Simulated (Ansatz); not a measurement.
**What ScAlSe3 (model cell, started as cubic perovskite with Al in the octahedra) distorts into**

Which phase does ScAlSe3 (model cell, started as cubic perovskite with Al in the octahedra) fall into along its unstable mode, and how much energy does it gain?

Method: DFT PBE, scalar-relativistic, plane waves, PAW; PAW set soft_1, in Ansatz 0.2.0.

The structure was built from a prototype and need not be the compound's stable phase.

### 1. The structure

It takes space group Pm-3m (No. 221, cubic). The conventional cell has a = 4.862 Å, b = 4.862 Å, c = 4.862 Å, α = 90.00°, β = 90.00°, γ = 90.00°. Nearest to Sc lie 12 Se at 3.44 Å. Nearest to Al lie 6 Se at 2.43 Å. Nearest to Se lie 2 Al at 2.43 Å and 4 Sc at 3.44 Å. Farther neighbours and most contacts between anions are not listed.

### 2. Phonons on a q mesh

The cell comes from relaxations at this level that are not shown. Stability and thermal properties need the whole zone. Linear response on a 2×2×2 q mesh gives force constants as far as a supercell of that size would.

input.yaml

```yaml
crystal:
  lattice:
    - [4.8618479548, 0.0, 0.0]
    - [0.0, 4.8618479548, 0.0]
    - [0.0, 0.0, 4.8618479548]
  atoms:
    - { symbol: Sc, position: [0.0, 0.0, 0.0] }
    - { symbol: Al, position: [0.5, 0.5, 0.5] }
    - { symbol: Se, position: [0.5, 0.5, 0.0] }
    - { symbol: Se, position: [0.5, 0.0, 0.5] }
    - { symbol: Se, position: [0.0, 0.5, 0.5] }
kpoints:
  mp_grid: { grid: [8, 8, 8] }
hamiltonian:
  xc: pbe
  pseudopotentials: { kind: paw, azcp: { folder: soft_1 } }
scf:
  occupations: { method: methfessel_paxton, width: 0.2 }
output:
  eigenvalues: true
phonons:
  method: dfpt
  qmesh: [2, 2, 2]
  temperatures: { t_max: 1000, t_step: 50 }
  qpath:
    path:
      - [[0.0, 0.0, 0.0], [0.0, 0.5, 0.0], [0.5, 0.5, 0.0], [0.0, 0.0, 0.0], [0.5, 0.5, 0.5], [0.0, 0.5, 0.0]]
      - [[0.5, 0.5, 0.5], [0.5, 0.5, 0.0]]
    npoints: 10
```

Command:

```bash
$ ansatz run input.yaml --threads 4 --pin off --max-ram 16384MiB --backend cpu --events-out ev --progress --plain --runs-dir out
```

Numbers of over 12 decimals in the logs are rounded to 6 here.

The program printed:

```text
Engine: ansatz 0.2.0, aarch64-unknown-linux-gnu
Pseudopotentials: kind: paw
Pseudopotential: Sc, paw, valence charge 11, recommended cutoff 420 eV (normal), soft_1/Sc.paw.azcp
Pseudopotential: Al, paw, valence charge 3, recommended cutoff 420 eV (normal), soft_1/Al.paw.azcp
Pseudopotential: Se, paw, valence charge 16, recommended cutoff 420 eV (normal), soft_1/Se.paw.azcp
Functional definition: PBE
  parameter kappa = 0.804
  parameter beta = 0.066725
  exchange = pbe_x(kappa = kappa, mu = beta*pi^2/3)
  correlation = pbe_c(beta = beta)
Crystal: 5 atoms, lattice volume = 114.922 Å³
Basis set: ecut = 420 eV, 2301 PW (Γ), exchange–correlation on 72×72×72 points (8 copies of the dense FFT grid, shifted against one another)
Bands: 38, of which v1, the nominal top of the filled ones, is band 31 counted from 1 (30 counted from 0)
Symmetry: 48 space group operations
k-points: 35 of 512
Non-local potential: Sc, projectors of the file, l = 0: 3, l = 1: 2, l = 2: 3, l = 3: 1
Non-local potential: Al, projectors of the file, l = 0: 2, l = 1: 2, l = 2: 1
Non-local potential: Se, projectors of the file, l = 0: 2, l = 1: 2, l = 2: 3, l = 3: 1
PAW form: soft (Blöchl's): semilocal exchange-correlation on the pseudo side does not see the compensation charge
PAW one-centre angular grid: Sc, 590 points (default); XC on 64 Gauss nodes
PAW one-centre angular grid: Al, 110 points (default); XC on 64 Gauss nodes
PAW one-centre angular grid: Se, 590 points (default); XC on 64 Gauss nodes
Initial density: superposition of atomic densities (chi_scale 0.1, normalization cell, long waves kept (reshape's long-wave potential 0.01 eV rms))
Initial wavefunctions: pseudopotential atomic-orbital guess
Functional: x = pbe(κ = 0.804, μ = 0.219515), c = pbe(β = 0.066725)
SCF iter   1: F=—  HF=-19084.208997 eV  |F-HF|=—  |Δ(HF+E_count)|=         —  Δρ=1.04e-1  dr2=2.56e1  ethr=3.10e-3  ⟨swp⟩=5.8  Hψ=4987  notcnv=0
preconditioner: auto → Kerker (q_TF=auto, 2.462 Å⁻¹)  [metal: Δε(μ)=0.011 eV  Ē_g=6.182 eV  σ=0.200 eV  W_gap=0.05  n_scr=26 (ndim 8)  ℏωp=17.0 eV  f_vac=0.000  D(μ)=10.84/eV (n_scr^D=146)]
SCF iter   2: F=—  HF=-19083.290815 eV  |F-HF|=—  |Δ(HF+E_count)|=   9.18e-1  S|Δr|=    0.00e0  Δρ=4.88e-2  dr2=5.85e0  ethr=3.10e-3  ⟨swp⟩=2.0  Hψ=1805  notcnv=0  defer=3
SCF iter   3: F=—  HF=-19082.962266 eV  |F-HF|=—  |Δ(HF+E_count)|=   3.29e-1  S|Δr|=    0.00e0  Δρ=1.59e-2  dr2=6.79e-1  ethr=3.10e-3  ⟨swp⟩=2.0  Hψ=1493  notcnv=0  defer=3
SCF iter   4: F=—  HF=-19082.923977 eV  |F-HF|=—  |Δ(HF+E_count)|=   3.83e-2  S|Δr|=    0.00e0  Δρ=5.82e-3  dr2=9.09e-2  ethr=1.10e-3  ⟨swp⟩=1.9  Hψ=1509  notcnv=0  defer=2
SCF iter   5: F=—  HF=-19082.918512 eV  |F-HF|=—  |Δ(HF+E_count)|=   5.47e-3  S|Δr|=    0.00e0  Δρ=1.86e-3  dr2=9.40e-3  ethr=1.47e-4  ⟨swp⟩=1.0  Hψ=1351  notcnv=0  defer=2
SCF iter   6: F=—  HF=-19082.917954 eV  |F-HF|=—  |Δ(HF+E_count)|=   5.57e-4  S|Δr|=    0.00e0  Δρ=1.07e-3  dr2=3.39e-3  ethr=1.52e-5  ⟨swp⟩=2.0  Hψ=2363  notcnv=0  defer=2
SCF iter   7: F=—  HF=-19082.917624 eV  |F-HF|=—  |Δ(HF+E_count)|=   3.31e-4  S|Δr|=    0.00e0  Δρ=6.28e-4  dr2=1.14e-3  ethr=5.46e-6  ⟨swp⟩=1.0  Hψ=1326  notcnv=0  defer=2
SCF iter   8: F=—  HF=-19082.917504 eV  |F-HF|=—  |Δ(HF+E_count)|=   1.19e-4  S|Δr|=    0.00e0  Δρ=1.63e-4  dr2=7.46e-5  ethr=1.83e-6  ⟨swp⟩=1.0  Hψ=1326  notcnv=0  defer=2
SCF iter   9: F=—  HF=-19082.917498 eV  |F-HF|=—  |Δ(HF+E_count)|=   5.66e-6  S|Δr|=    0.00e0  Δρ=4.50e-5  dr2=4.60e-6  ethr=1.20e-7  ⟨swp⟩=1.1  Hψ=1333  notcnv=0  defer=2
SCF iter  10: F=—  HF=-19082.917499 eV  |F-HF|=—  |Δ(HF+E_count)|=   3.40e-7  S|Δr|=    0.00e0  Δρ=5.30e-6  dr2=3.24e-8  ethr=7.42e-9  ⟨swp⟩=1.1  Hψ=1334  notcnv=0  defer=2
SCF iter  11: F=—  HF=-19082.917499 eV  |F-HF|=—  |Δ(HF+E_count)|=   1.94e-8  S|Δr|=    0.00e0  Δρ=1.50e-6  dr2=5.95e-9  ethr=5.22e-11  ⟨swp⟩=2.0  Hψ=2434  notcnv=0  defer=2
SCF iter  12: F=—  HF=-19082.917499 eV  |F-HF|=—  |Δ(HF+E_count)|=  4.22e-10  S|Δr|=    0.00e0  Δρ=4.16e-7  dr2=4.20e-10  ethr=9.60e-12  ⟨swp⟩=2.0  Hψ=1602  notcnv=0  defer=2
SCF iter  13: F=—  HF=-19082.917499 eV  |F-HF|=—  |Δ(HF+E_count)|=  1.35e-10  S|Δr|=    0.00e0  Δρ=1.17e-7  dr2=4.02e-11  ethr=1.00e-12  ⟨swp⟩=2.0  Hψ=1597  notcnv=0  defer=2
SCF iter  14: F=-19082.917499 eV  HF=-19082.917499 eV  |F-HF|=0.00e0  |Δ(HF+E_count)|=    0.00e0  S|Δr|=    0.00e0  Δρ=2.90e-8  dr2=1.85e-12  ethr=1.00e-12  ⟨swp⟩=5.5  Hψ=5243  notcnv=0
SCF 1 converged in 14 iterations: F = -19082.917499 eV  dr2 = 1.85e-12
  greatest PAW one-centre occupation: 1.000 electrons in one spin orbital (limit 2), on the Se atom at site 2 (counted from 0), in its partial waves of l = 2
Initial density: read from a saved state, or passed on in memory by an earlier SCF of this step, an earlier step, the calling program or the single point that the run made first
iter 1 solved again at ethr=8.25e-8 eV; its pass at ethr=3.10e-3 eV (dr2=5.12e-5 eV) is discarded
SCF iter   1: F=—  HF=-19082.917499 eV  |F-HF|=—  |Δ(HF+E_count)|=         —  Δρ=2.59e-7  dr2=1.13e-10  ethr=8.25e-8  ⟨swp⟩=3.0  Hψ=8158  notcnv=0
eigensolver tolerance schedule: the retry pair's looser diagonalisation over-reported the residual by 453720.26 of it (diagonalisation noise at an unbounded share of the residual, at the tolerance the schedule requests for it); recorded, not acted on — ethr = c·dr2/N_el stays at c = 1.0e-1
preconditioner: auto → Resta (q_TF=auto, 2.462 Å⁻¹)  ε∞=7.1  [insulator: Δε(μ)=0.140 eV  Ē_g=6.857 eV  σ=0.200 eV  W_gap=0.55  n_scr=26 (ndim 8)  ℏωp=17.0 eV  f_vac=0.000  D(μ)=1.32/eV (n_scr^D=6)  ε∞_Penn≈7.1]
SCF iter   2: F=—  HF=-19082.917499 eV  |F-HF|=—  |Δ(HF+E_count)|=   1.08e-7  S|Δr|=    0.00e0  Δρ=1.63e-7  dr2=2.52e-11  ethr=1.00e-12  ⟨swp⟩=3.7  Hψ=3397  notcnv=0
SCF iter   3: F=—  HF=-19082.917499 eV  |F-HF|=—  |Δ(HF+E_count)|=  5.09e-11  S|Δr|=    0.00e0  Δρ=9.95e-8  dr2=8.69e-12  ethr=1.00e-12  ⟨swp⟩=4.5  Hψ=4184  notcnv=0
SCF iter   4: F=-19082.917499 eV  HF=-19082.917499 eV  |F-HF|=3.64e-12  |Δ(HF+E_count)|=  2.18e-11  S|Δr|=    0.00e0  Δρ=4.09e-8  dr2=2.14e-12  ethr=1.00e-12  ⟨swp⟩=3.0  Hψ=3403  notcnv=0
SCF 2 converged in 4 iterations: F = -19082.917499 eV  dr2 = 2.14e-12
  greatest PAW one-centre occupation: 1.000 electrons in one spin orbital (limit 2), on the Se atom at site 3 (counted from 0), in its partial waves of l = 2
phonons: the bands overlap, so this run is a metal and interpolates without the dipole-dipole term. If the crystal is really an insulator or semiconductor, its LO-TO splitting is missing
NSCF: frozen V_eff on 35 k-points
NSCF: frozen V_eff on 125 k-points
DFPT response loops at q = (0, 0, 0) (fractional): preconditioner auto → Kerker (q_TF=auto, 2.462 Å⁻¹) (partly filled bands, converged f_vac=0.000); β = 1.00, the filter's whole step (`scf.mixing.beta` (0.50) is not read by the response loops under this deck's `scf.mixing.preconditioner`; to damp them name `kerker` or `kerker_dos`, under which they read `scf.mixing.beta`, and type it under 1.00, their step now; both keys bind the ground state too); Broyden in place of MSR1
NSCF: frozen V_eff on 250 k-points
DFPT response loops at q = (0, 0, -0.5) (fractional): mixed as the last ones told, above
NSCF: frozen V_eff on 250 k-points
DFPT response loops at q = (0, -0.5, -0.5) (fractional): mixed as the last ones told, above
NSCF: frozen V_eff on 250 k-points
DFPT response loops at q = (-0.5, -0.5, -0.5) (fractional): mixed as the last ones told, above
SCF converged after 14 iterations
Stability not checked: this state was not tested for a lower state beside it, because cold or Methfessel-Paxton smearing, or corrected tetrahedra, fill the levels in a way that the test cannot read (fill_not_monotonic; see scf.lower_state_search)
Free energy (F): -19082.917499 eV
Harris-Foulkes:  -19082.917499 eV  (|F-HF|=0.00e0)
Internal energy: -19082.923068 eV  (E = F + TS)
E sigma→0 (E₀):  -19082.918891 eV
Entropy (-TS):   0.005570 eV (1.114 meV/atom)
Fermi energy:    8.373645 eV
--- Per-component energies (eV) ---
  E_band       = -1315.801093
  E_kinetic    = 561.970837
  E_local      = -8932.746814  (includes V_loc(G=0)·N_el)
  E_nonlocal   = -911.038951
  E_hartree    = 4556.588699
  E_xc         = -379.349025
  E_vxc        = -406.501722  (∫ρ·V_xc dr)
  E_paw        = -7849.946161  (= ΣΔE_a)
  E_vpaw       = -740.660884  (= ΣTr[D̂ρ^β])
  E_aug_tail   = -0.001027  (compensation charges beyond the density's cutoff)
  E_ewald      = -6128.400626
  E_smearing   = 0.005570  (= −TS)
  E_closure    = -0.000000  (closes the sum)
  Σ components = -19082.917499   (vs F -19082.917499, Δ=0.00e0)
--- Band table (eV; the first three rows and the last of 35) ---
  k-point 0: bands = [... 27 lower, 7.1569, 7.1569, 7.6031, 7.6031, 7.6031, 8.5239, 8.5239, 8.6647, ... 3 higher]
  k-point 1: bands = [... 27 lower, 6.9466, 6.9671, 7.4922, 7.4949, 7.4949, 8.5862, 8.6778, 8.8199, ... 3 higher]
  k-point 2: bands = [... 27 lower, 6.4948, 6.4948, 7.3064, 7.3064, 8.2623, 8.7102, 8.7439, 9.2757, ... 3 higher]
  k-point 34: bands = [... 27 lower, 7.0896, 8.8015, 8.8476, 8.8476, 8.8476, 8.9055, 8.9055, 8.9055, ... 3 higher]
--- Phonons (Γ-DFPT): 4 representative perturbations + reference (Σ response iterations 12) ---
  ASR residual: 2.177e-5 → 0.000e0 eV/Å²; symmetrization residual: 4.348e-6 eV/Å²
  ASR residual per site (eV/Å²): 5.68e-6 1.94e-5 2.18e-5 2.18e-5 2.18e-5
  Γ frequencies (cm⁻¹): -187.02 -187.02 -187.02 -119.57 -119.57 -119.57 0.00 0.00 0.00 58.78 58.78 58.78 335.25 335.25 335.25
--- Phonons (arbitrary-q DFPT): 4 irreducible q on the 2×2×2 mesh ---
  q = [0.0000, 0.0000, 0.0000] (star 1, of the zone-centre solve; hermiticity 6.64e-7, symmetrization 2.57e-12): -187.02 -187.02 -187.02 -119.57 -119.57 -119.57 0.00 0.00 0.00 58.78 58.78 58.78 335.25 335.25 335.25
  q = [0.0000, 0.0000, -0.5000] (star 3, 9 solved perturbations in 975 linear systems a pass and spin channel, the states on 125 of 512 k-point pairs; hermiticity 3.40e-7, symmetrization 3.71e-12): -169.07 -169.07 -112.68 -90.14 -90.14 -38.90 -28.93 11.16 11.16 82.14 82.14 217.60 311.66 333.96 333.96
  q = [0.0000, -0.5000, -0.5000] (star 3, 9 solved perturbations in 975 linear systems a pass and spin channel, the states on 125 of 512 k-point pairs; hermiticity 4.75e-7, symmetrization 1.02e-12): -175.13 -175.13 -153.29 -88.39 -82.49 -82.49 56.97 56.97 74.63 106.71 181.48 247.53 323.54 323.54 332.38
  q = [-0.5000, -0.5000, -0.5000] (star 1, 4 solved perturbations in 350 linear systems a pass and spin channel, the states on 125 of 512 k-point pairs; hermiticity 3.41e-7, symmetrization 4.30e-12): -183.22 -183.22 -183.22 -175.20 -175.20 -175.20 91.82 91.82 91.82 181.33 181.33 267.85 337.00 337.00 337.00
  sum rule: each row above includes the acoustic sum rule's correction from the zone centre's row sums; it moved no ω² by more than (0.44 cm⁻¹)²
  mesh force constants: q→R imaginary residual 8.00e-18; ASR residual 2.177e-5 → 0.000e0 eV/Å²; symmetrization residual 8.882e-15 eV/Å²
  interpolated dispersion: 62 rows × 15 modes
  density of states and harmonic sums: on the 14×14×14 q-mesh, interpolated from the force constants of a 2×2×2 supercell (no non-analytic term)
  largest difference from the sums on the solved wave vectors: F 2.37e-2 eV, S 7.19e-5 and C_V 4.80e-5 eV/K
  zero-point energy: 0.100734 eV/cell   skipped modes (ω ≤ 0): 744, of them read as no rigid motion or as one in doubt: 741 (6.191e0 modes/cell left out, lowest -187.02 cm⁻¹)   left out of the sums: 4.13e-1 of the cell's modes: C_V's classical limit lies that fraction below 3 k_B per atom; for a crystal, a wire or a layer, F and S can be off by more, and a phonons.interpolated_qmesh denser along its periods is the remedy for the sampling
```

Wall time 5 min (4 threads of Arm Neoverse V2, shared host); peak memory 1.7 GiB; 19 min of CPU time.

This step gave:

```yaml
volume_per_atom: 22.98 Å³
gap_on_the_k_mesh: 0 eV
sum_rule_residual_before_enforcement: 2.18e-5 eV/Å²
lowest_frequency_on_the_path: -187.0 cm⁻¹
point_group: m-3m
highest_frequency_on_the_path_or_at_a_solved_wavevector: 337 cm⁻¹
highest_optical_mode_at_the_zone_centre_no_lo_to_term: 335.2 cm⁻¹
lowest_optical_zone_centre_mode: -187.0 cm⁻¹
lowest_mode_on_the_q_mesh_acoustic_modes_at_gamma_apart: -187.0 cm⁻¹
```

Frequencies (cm⁻¹) solved at each irreducible wavevector; negative means imaginary. Frequencies by wavevector, by row:

```csv
q in reciprocal lattice units,star,mode 1,mode 2,mode 3,mode 4,mode 13,mode 14,mode 15
0 0 0,1,-187,-187,-187,-119.6,335.2,335.2,335.2
0 0 -0.5,3,-169.1,-169.1,-112.7,-90.1,311.7,334,334
0 -0.5 -0.5,3,-175.1,-175.1,-153.3,-88.4,323.5,323.5,332.4
-0.5 -0.5 -0.5,1,-183.2,-183.2,-183.2,-175.2,337,337,337
```

Interpolated from a 2×2×2 q mesh. Phonon branches along the path, in cm⁻¹:

| point | branch 1 | branch 2 | branch 3 | branch 4 | branch 12 | branch 13 | branch 14 | branch 15 |
| --- | --- | --- | --- | --- | --- | --- | --- | --- |
| Γ | -187 | -187 | -187 | -120 | 59 | 335 | 335 | 335 |
| halfway | -178 | -178 | -144 | -116 | 152 | 327 | 335 | 335 |
| X | -169 | -169 | -113 | -90 | 218 | 312 | 334 | 334 |
| halfway | -172 | -145 | -144 | -137 | 223 | 318 | 330 | 333 |
| M | -175 | -175 | -153 | -88 | 248 | 324 | 324 | 332 |
| halfway | -170 | -161 | -146 | -131 | 172 | 326 | 332 | 334 |
| Γ | -187 | -187 | -187 | -120 | 59 | 335 | 335 | 335 |
| halfway | -168 | -168 | -139 | -132 | 190 | 327 | 327 | 336 |
| R | -183 | -183 | -183 | -175 | 268 | 337 | 337 | 337 |
| halfway | -164 | -164 | -156 | -149 | 230 | 324 | 329 | 336 |
| X | -169 | -169 | -113 | -90 | 218 | 312 | 334 | 334 |
| jump to R | -183 | -183 | -183 | -175 | 268 | 337 | 337 | 337 |
| halfway | -178 | -178 | -165 | -148 | 251 | 330 | 330 | 335 |
| M | -175 | -175 | -153 | -88 | 248 | 324 | 324 | 332 |

Symmetry leaves 4 wavevectors to solve. The lowest mode among them, the acoustic zeros apart, lies at Γ and is imaginary, 187.0i cm⁻¹, so the energy falls along it.

### 3. The mode frozen in, largest atomic shift 0 Å

The mode followed lies at q = (-0.5, -0.5, -0.5) with frequency 183.2i cm⁻¹ and is 3-fold degenerate, one of the unstable modes though not the softest. At small amplitude the distorted cell has space group no. 166 by a symmetry search on the positions. The undistorted cell that holds it gives the zero of energy on the same k mesh.

System of this step: ScAlSe3 (model cell, started as cubic perovskite with Al in the octahedra). It takes space group Pm-3m (No. 221, cubic). The conventional cell has a = 4.862 Å, b = 4.862 Å, c = 4.862 Å, α = 90.00°, β = 90.00°, γ = 90.00°. Sc has 12 Se at 3.44 Å nearest. Al has 6 Se at 2.43 Å nearest. Nearest to Se lie 2 Al at 2.43 Å and 4 Sc at 3.44 Å. Farther neighbours and most contacts between anions are not listed.

input.yaml, the sections that differ from step 2:

```yaml
crystal:
  lattice:
    - [4.8618479548, 4.8618479548, 0.0]
    - [4.8618479548, 0.0, 4.8618479548]
    - [4.8618479548, 0.0, -4.8618479548]
  atoms:
    - { symbol: Sc, position: [0.0, 0.0, 0.0] }
    - { symbol: Sc, position: [0.0, 0.5, 0.5] }
    - { symbol: Al, position: [0.5, 0.25, 0.75] }
    - { symbol: Al, position: [0.5, 0.75, 0.25] }
    - { symbol: Se, position: [0.5, 0.0, 0.0] }
    - { symbol: Se, position: [0.5, 0.5, 0.5] }
    - { symbol: Se, position: [0.0, 0.5, 0.0] }
    - { symbol: Se, position: [0.0, 0.0, 0.5] }
    - { symbol: Se, position: [0.5, 0.0, 0.5] }
    - { symbol: Se, position: [0.5, 0.5, 0.0] }
output:
  forces: true
  stress: true
  eigenvalues: true
# kpoints, hamiltonian, scf: as in step 2
# phonons: removed
```

The program printed:

```text
[...]
Crystal: 10 atoms, lattice volume = 229.844 Å³
Basis set: ecut = 420 eV, 4573 PW (Γ), exchange–correlation on 96×96×96 points (8 copies of the dense FFT grid, shifted against one another)
Bands: 75, of which v1, the nominal top of the filled ones, is band 62 counted from 1 (61 counted from 0)
Symmetry: 96 space group operations
[...]
k-points: 29 of 512
[...]
k-point 0: bands = [... 58 lower, 7.6009, 7.6009, 8.5188, 8.5188, 8.6592, 8.6592, 8.6592, 8.7983, ... 9 higher]
  k-point 1: bands = [... 58 lower, 7.5734, 7.5734, 8.4017, 8.4017, 8.5932, 8.5932, 8.7065, 8.7551, ... 9 higher]
  k-point 2: bands = [... 58 lower, 7.5496, 7.8865, 8.0095, 8.0095, 8.5205, 8.6679, 8.6679, 8.8628, ... 9 higher]
  k-point 28: bands = [... 58 lower, 6.9377, 6.9377, 7.5370, 7.5370, 9.0497, 9.0497, 9.1705, 9.1705, ... 9 higher]
[key lines of the parts left out:]
SCF converged after 11 iterations
Free energy (F): -38165.844432 eV
Fermi energy:    8.360274 eV
P = ⅓ Tr σ = -0.0137 GPa (-0.137 kbar)
```

Wall time 9.1 s (4 threads); peak memory 0.95 GiB; 35 s of CPU time.

Numbers from this step:

```yaml
pressure: -0.01369 GPa
energy_from_the_undistorted_cell: 0 meV/atom
```

The run ends at a pressure of -0.01 GPa.

### 4. The mode frozen in, largest atomic shift 0.6 Å

The atoms are moved along the unstable eigenvector, the largest shift by 0.6 Å, with the cell fixed.

input.yaml, the sections that differ from step 3:

```yaml
crystal:
  lattice:
    - [4.8618479548, 4.8618479548, 0.0]
    - [4.8618479548, 0.0, 4.8618479548]
    - [4.8618479548, 0.0, -4.8618479548]
  atoms:
    - { symbol: Sc, position: [-0.0712507188, 0.0356253594, 0.1068760782] }
    - { symbol: Sc, position: [0.0712507188, 0.4643746406, 0.3931239218] }
    - { symbol: Al, position: [0.5, 0.25, 0.75] }
    - { symbol: Al, position: [0.5, 0.75, 0.25] }
    - { symbol: Se, position: [0.4823129764, 0.0176870236, 0.0176870236] }
    - { symbol: Se, position: [0.5176870236, 0.4823129764, 0.4823129764] }
    - { symbol: Se, position: [0.0, 0.5, 0.0176870236] }
    - { symbol: Se, position: [0.0, 0.0, 0.4823129764] }
    - { symbol: Se, position: [0.5176870236, 0.0, 0.4823129764] }
    - { symbol: Se, position: [0.4823129764, 0.5, 0.0176870236] }
# kpoints, hamiltonian, scf, output: as in step 3
```

The program printed:

```text
[...]
Crystal: 10 atoms, lattice volume = 229.844 Å³
Basis set: ecut = 420 eV, 4573 PW (Γ), exchange–correlation on 96×96×96 points (8 copies of the dense FFT grid, shifted against one another)
Bands: 75, of which v1, the nominal top of the filled ones, is band 62 counted from 1 (61 counted from 0)
Symmetry: 12 space group operations
[...]
k-points: 65 of 512
[...]
k-point 0: bands = [... 58 lower, 7.5435, 7.5435, 7.7654, 7.7654, 8.7455, 8.7455, 8.8865, 8.8943, ... 9 higher]
  k-point 1: bands = [... 58 lower, 7.4845, 7.4845, 7.6738, 7.6738, 8.7667, 8.7667, 8.8119, 8.9485, ... 9 higher]
  k-point 2: bands = [... 58 lower, 7.3702, 7.5458, 7.5458, 7.8882, 8.5975, 8.8092, 8.8092, 9.1134, ... 9 higher]
  k-point 64: bands = [... 58 lower, 6.8467, 6.8731, 7.3346, 7.9863, 9.1973, 9.1993, 9.3267, 9.4666, ... 9 higher]
[key lines of the parts left out:]
SCF converged after 11 iterations
Free energy (F): -38167.392657 eV
Fermi energy:    8.330503 eV
P = ⅓ Tr σ = 2.6563 GPa (26.563 kbar)
```

Wall time 16 s (4 threads); peak memory 1.2 GiB; 65 s of CPU time.

Numbers from this step:

```
pressure                         : 2.656 GPa
energy from the undistorted cell : -154.6 meV/atom
```

The energy, extrapolated to zero smearing, is -154.64 meV/atom against the undistorted cell.

The run ends at a pressure of 2.66 GPa, with forces up to 1.2 eV/Å.

(Continued in part 2 of 3.)

[Logs are printed without paths, hosts, clocks, repeated set-up lines and the standing remarks that a program may print on its own settings, such as how far it seeks lower states.]

[Hosts, paths, dates, database ids (printed as entryN), source tags and the programs' standing remarks are cut or masked in the printed files.]
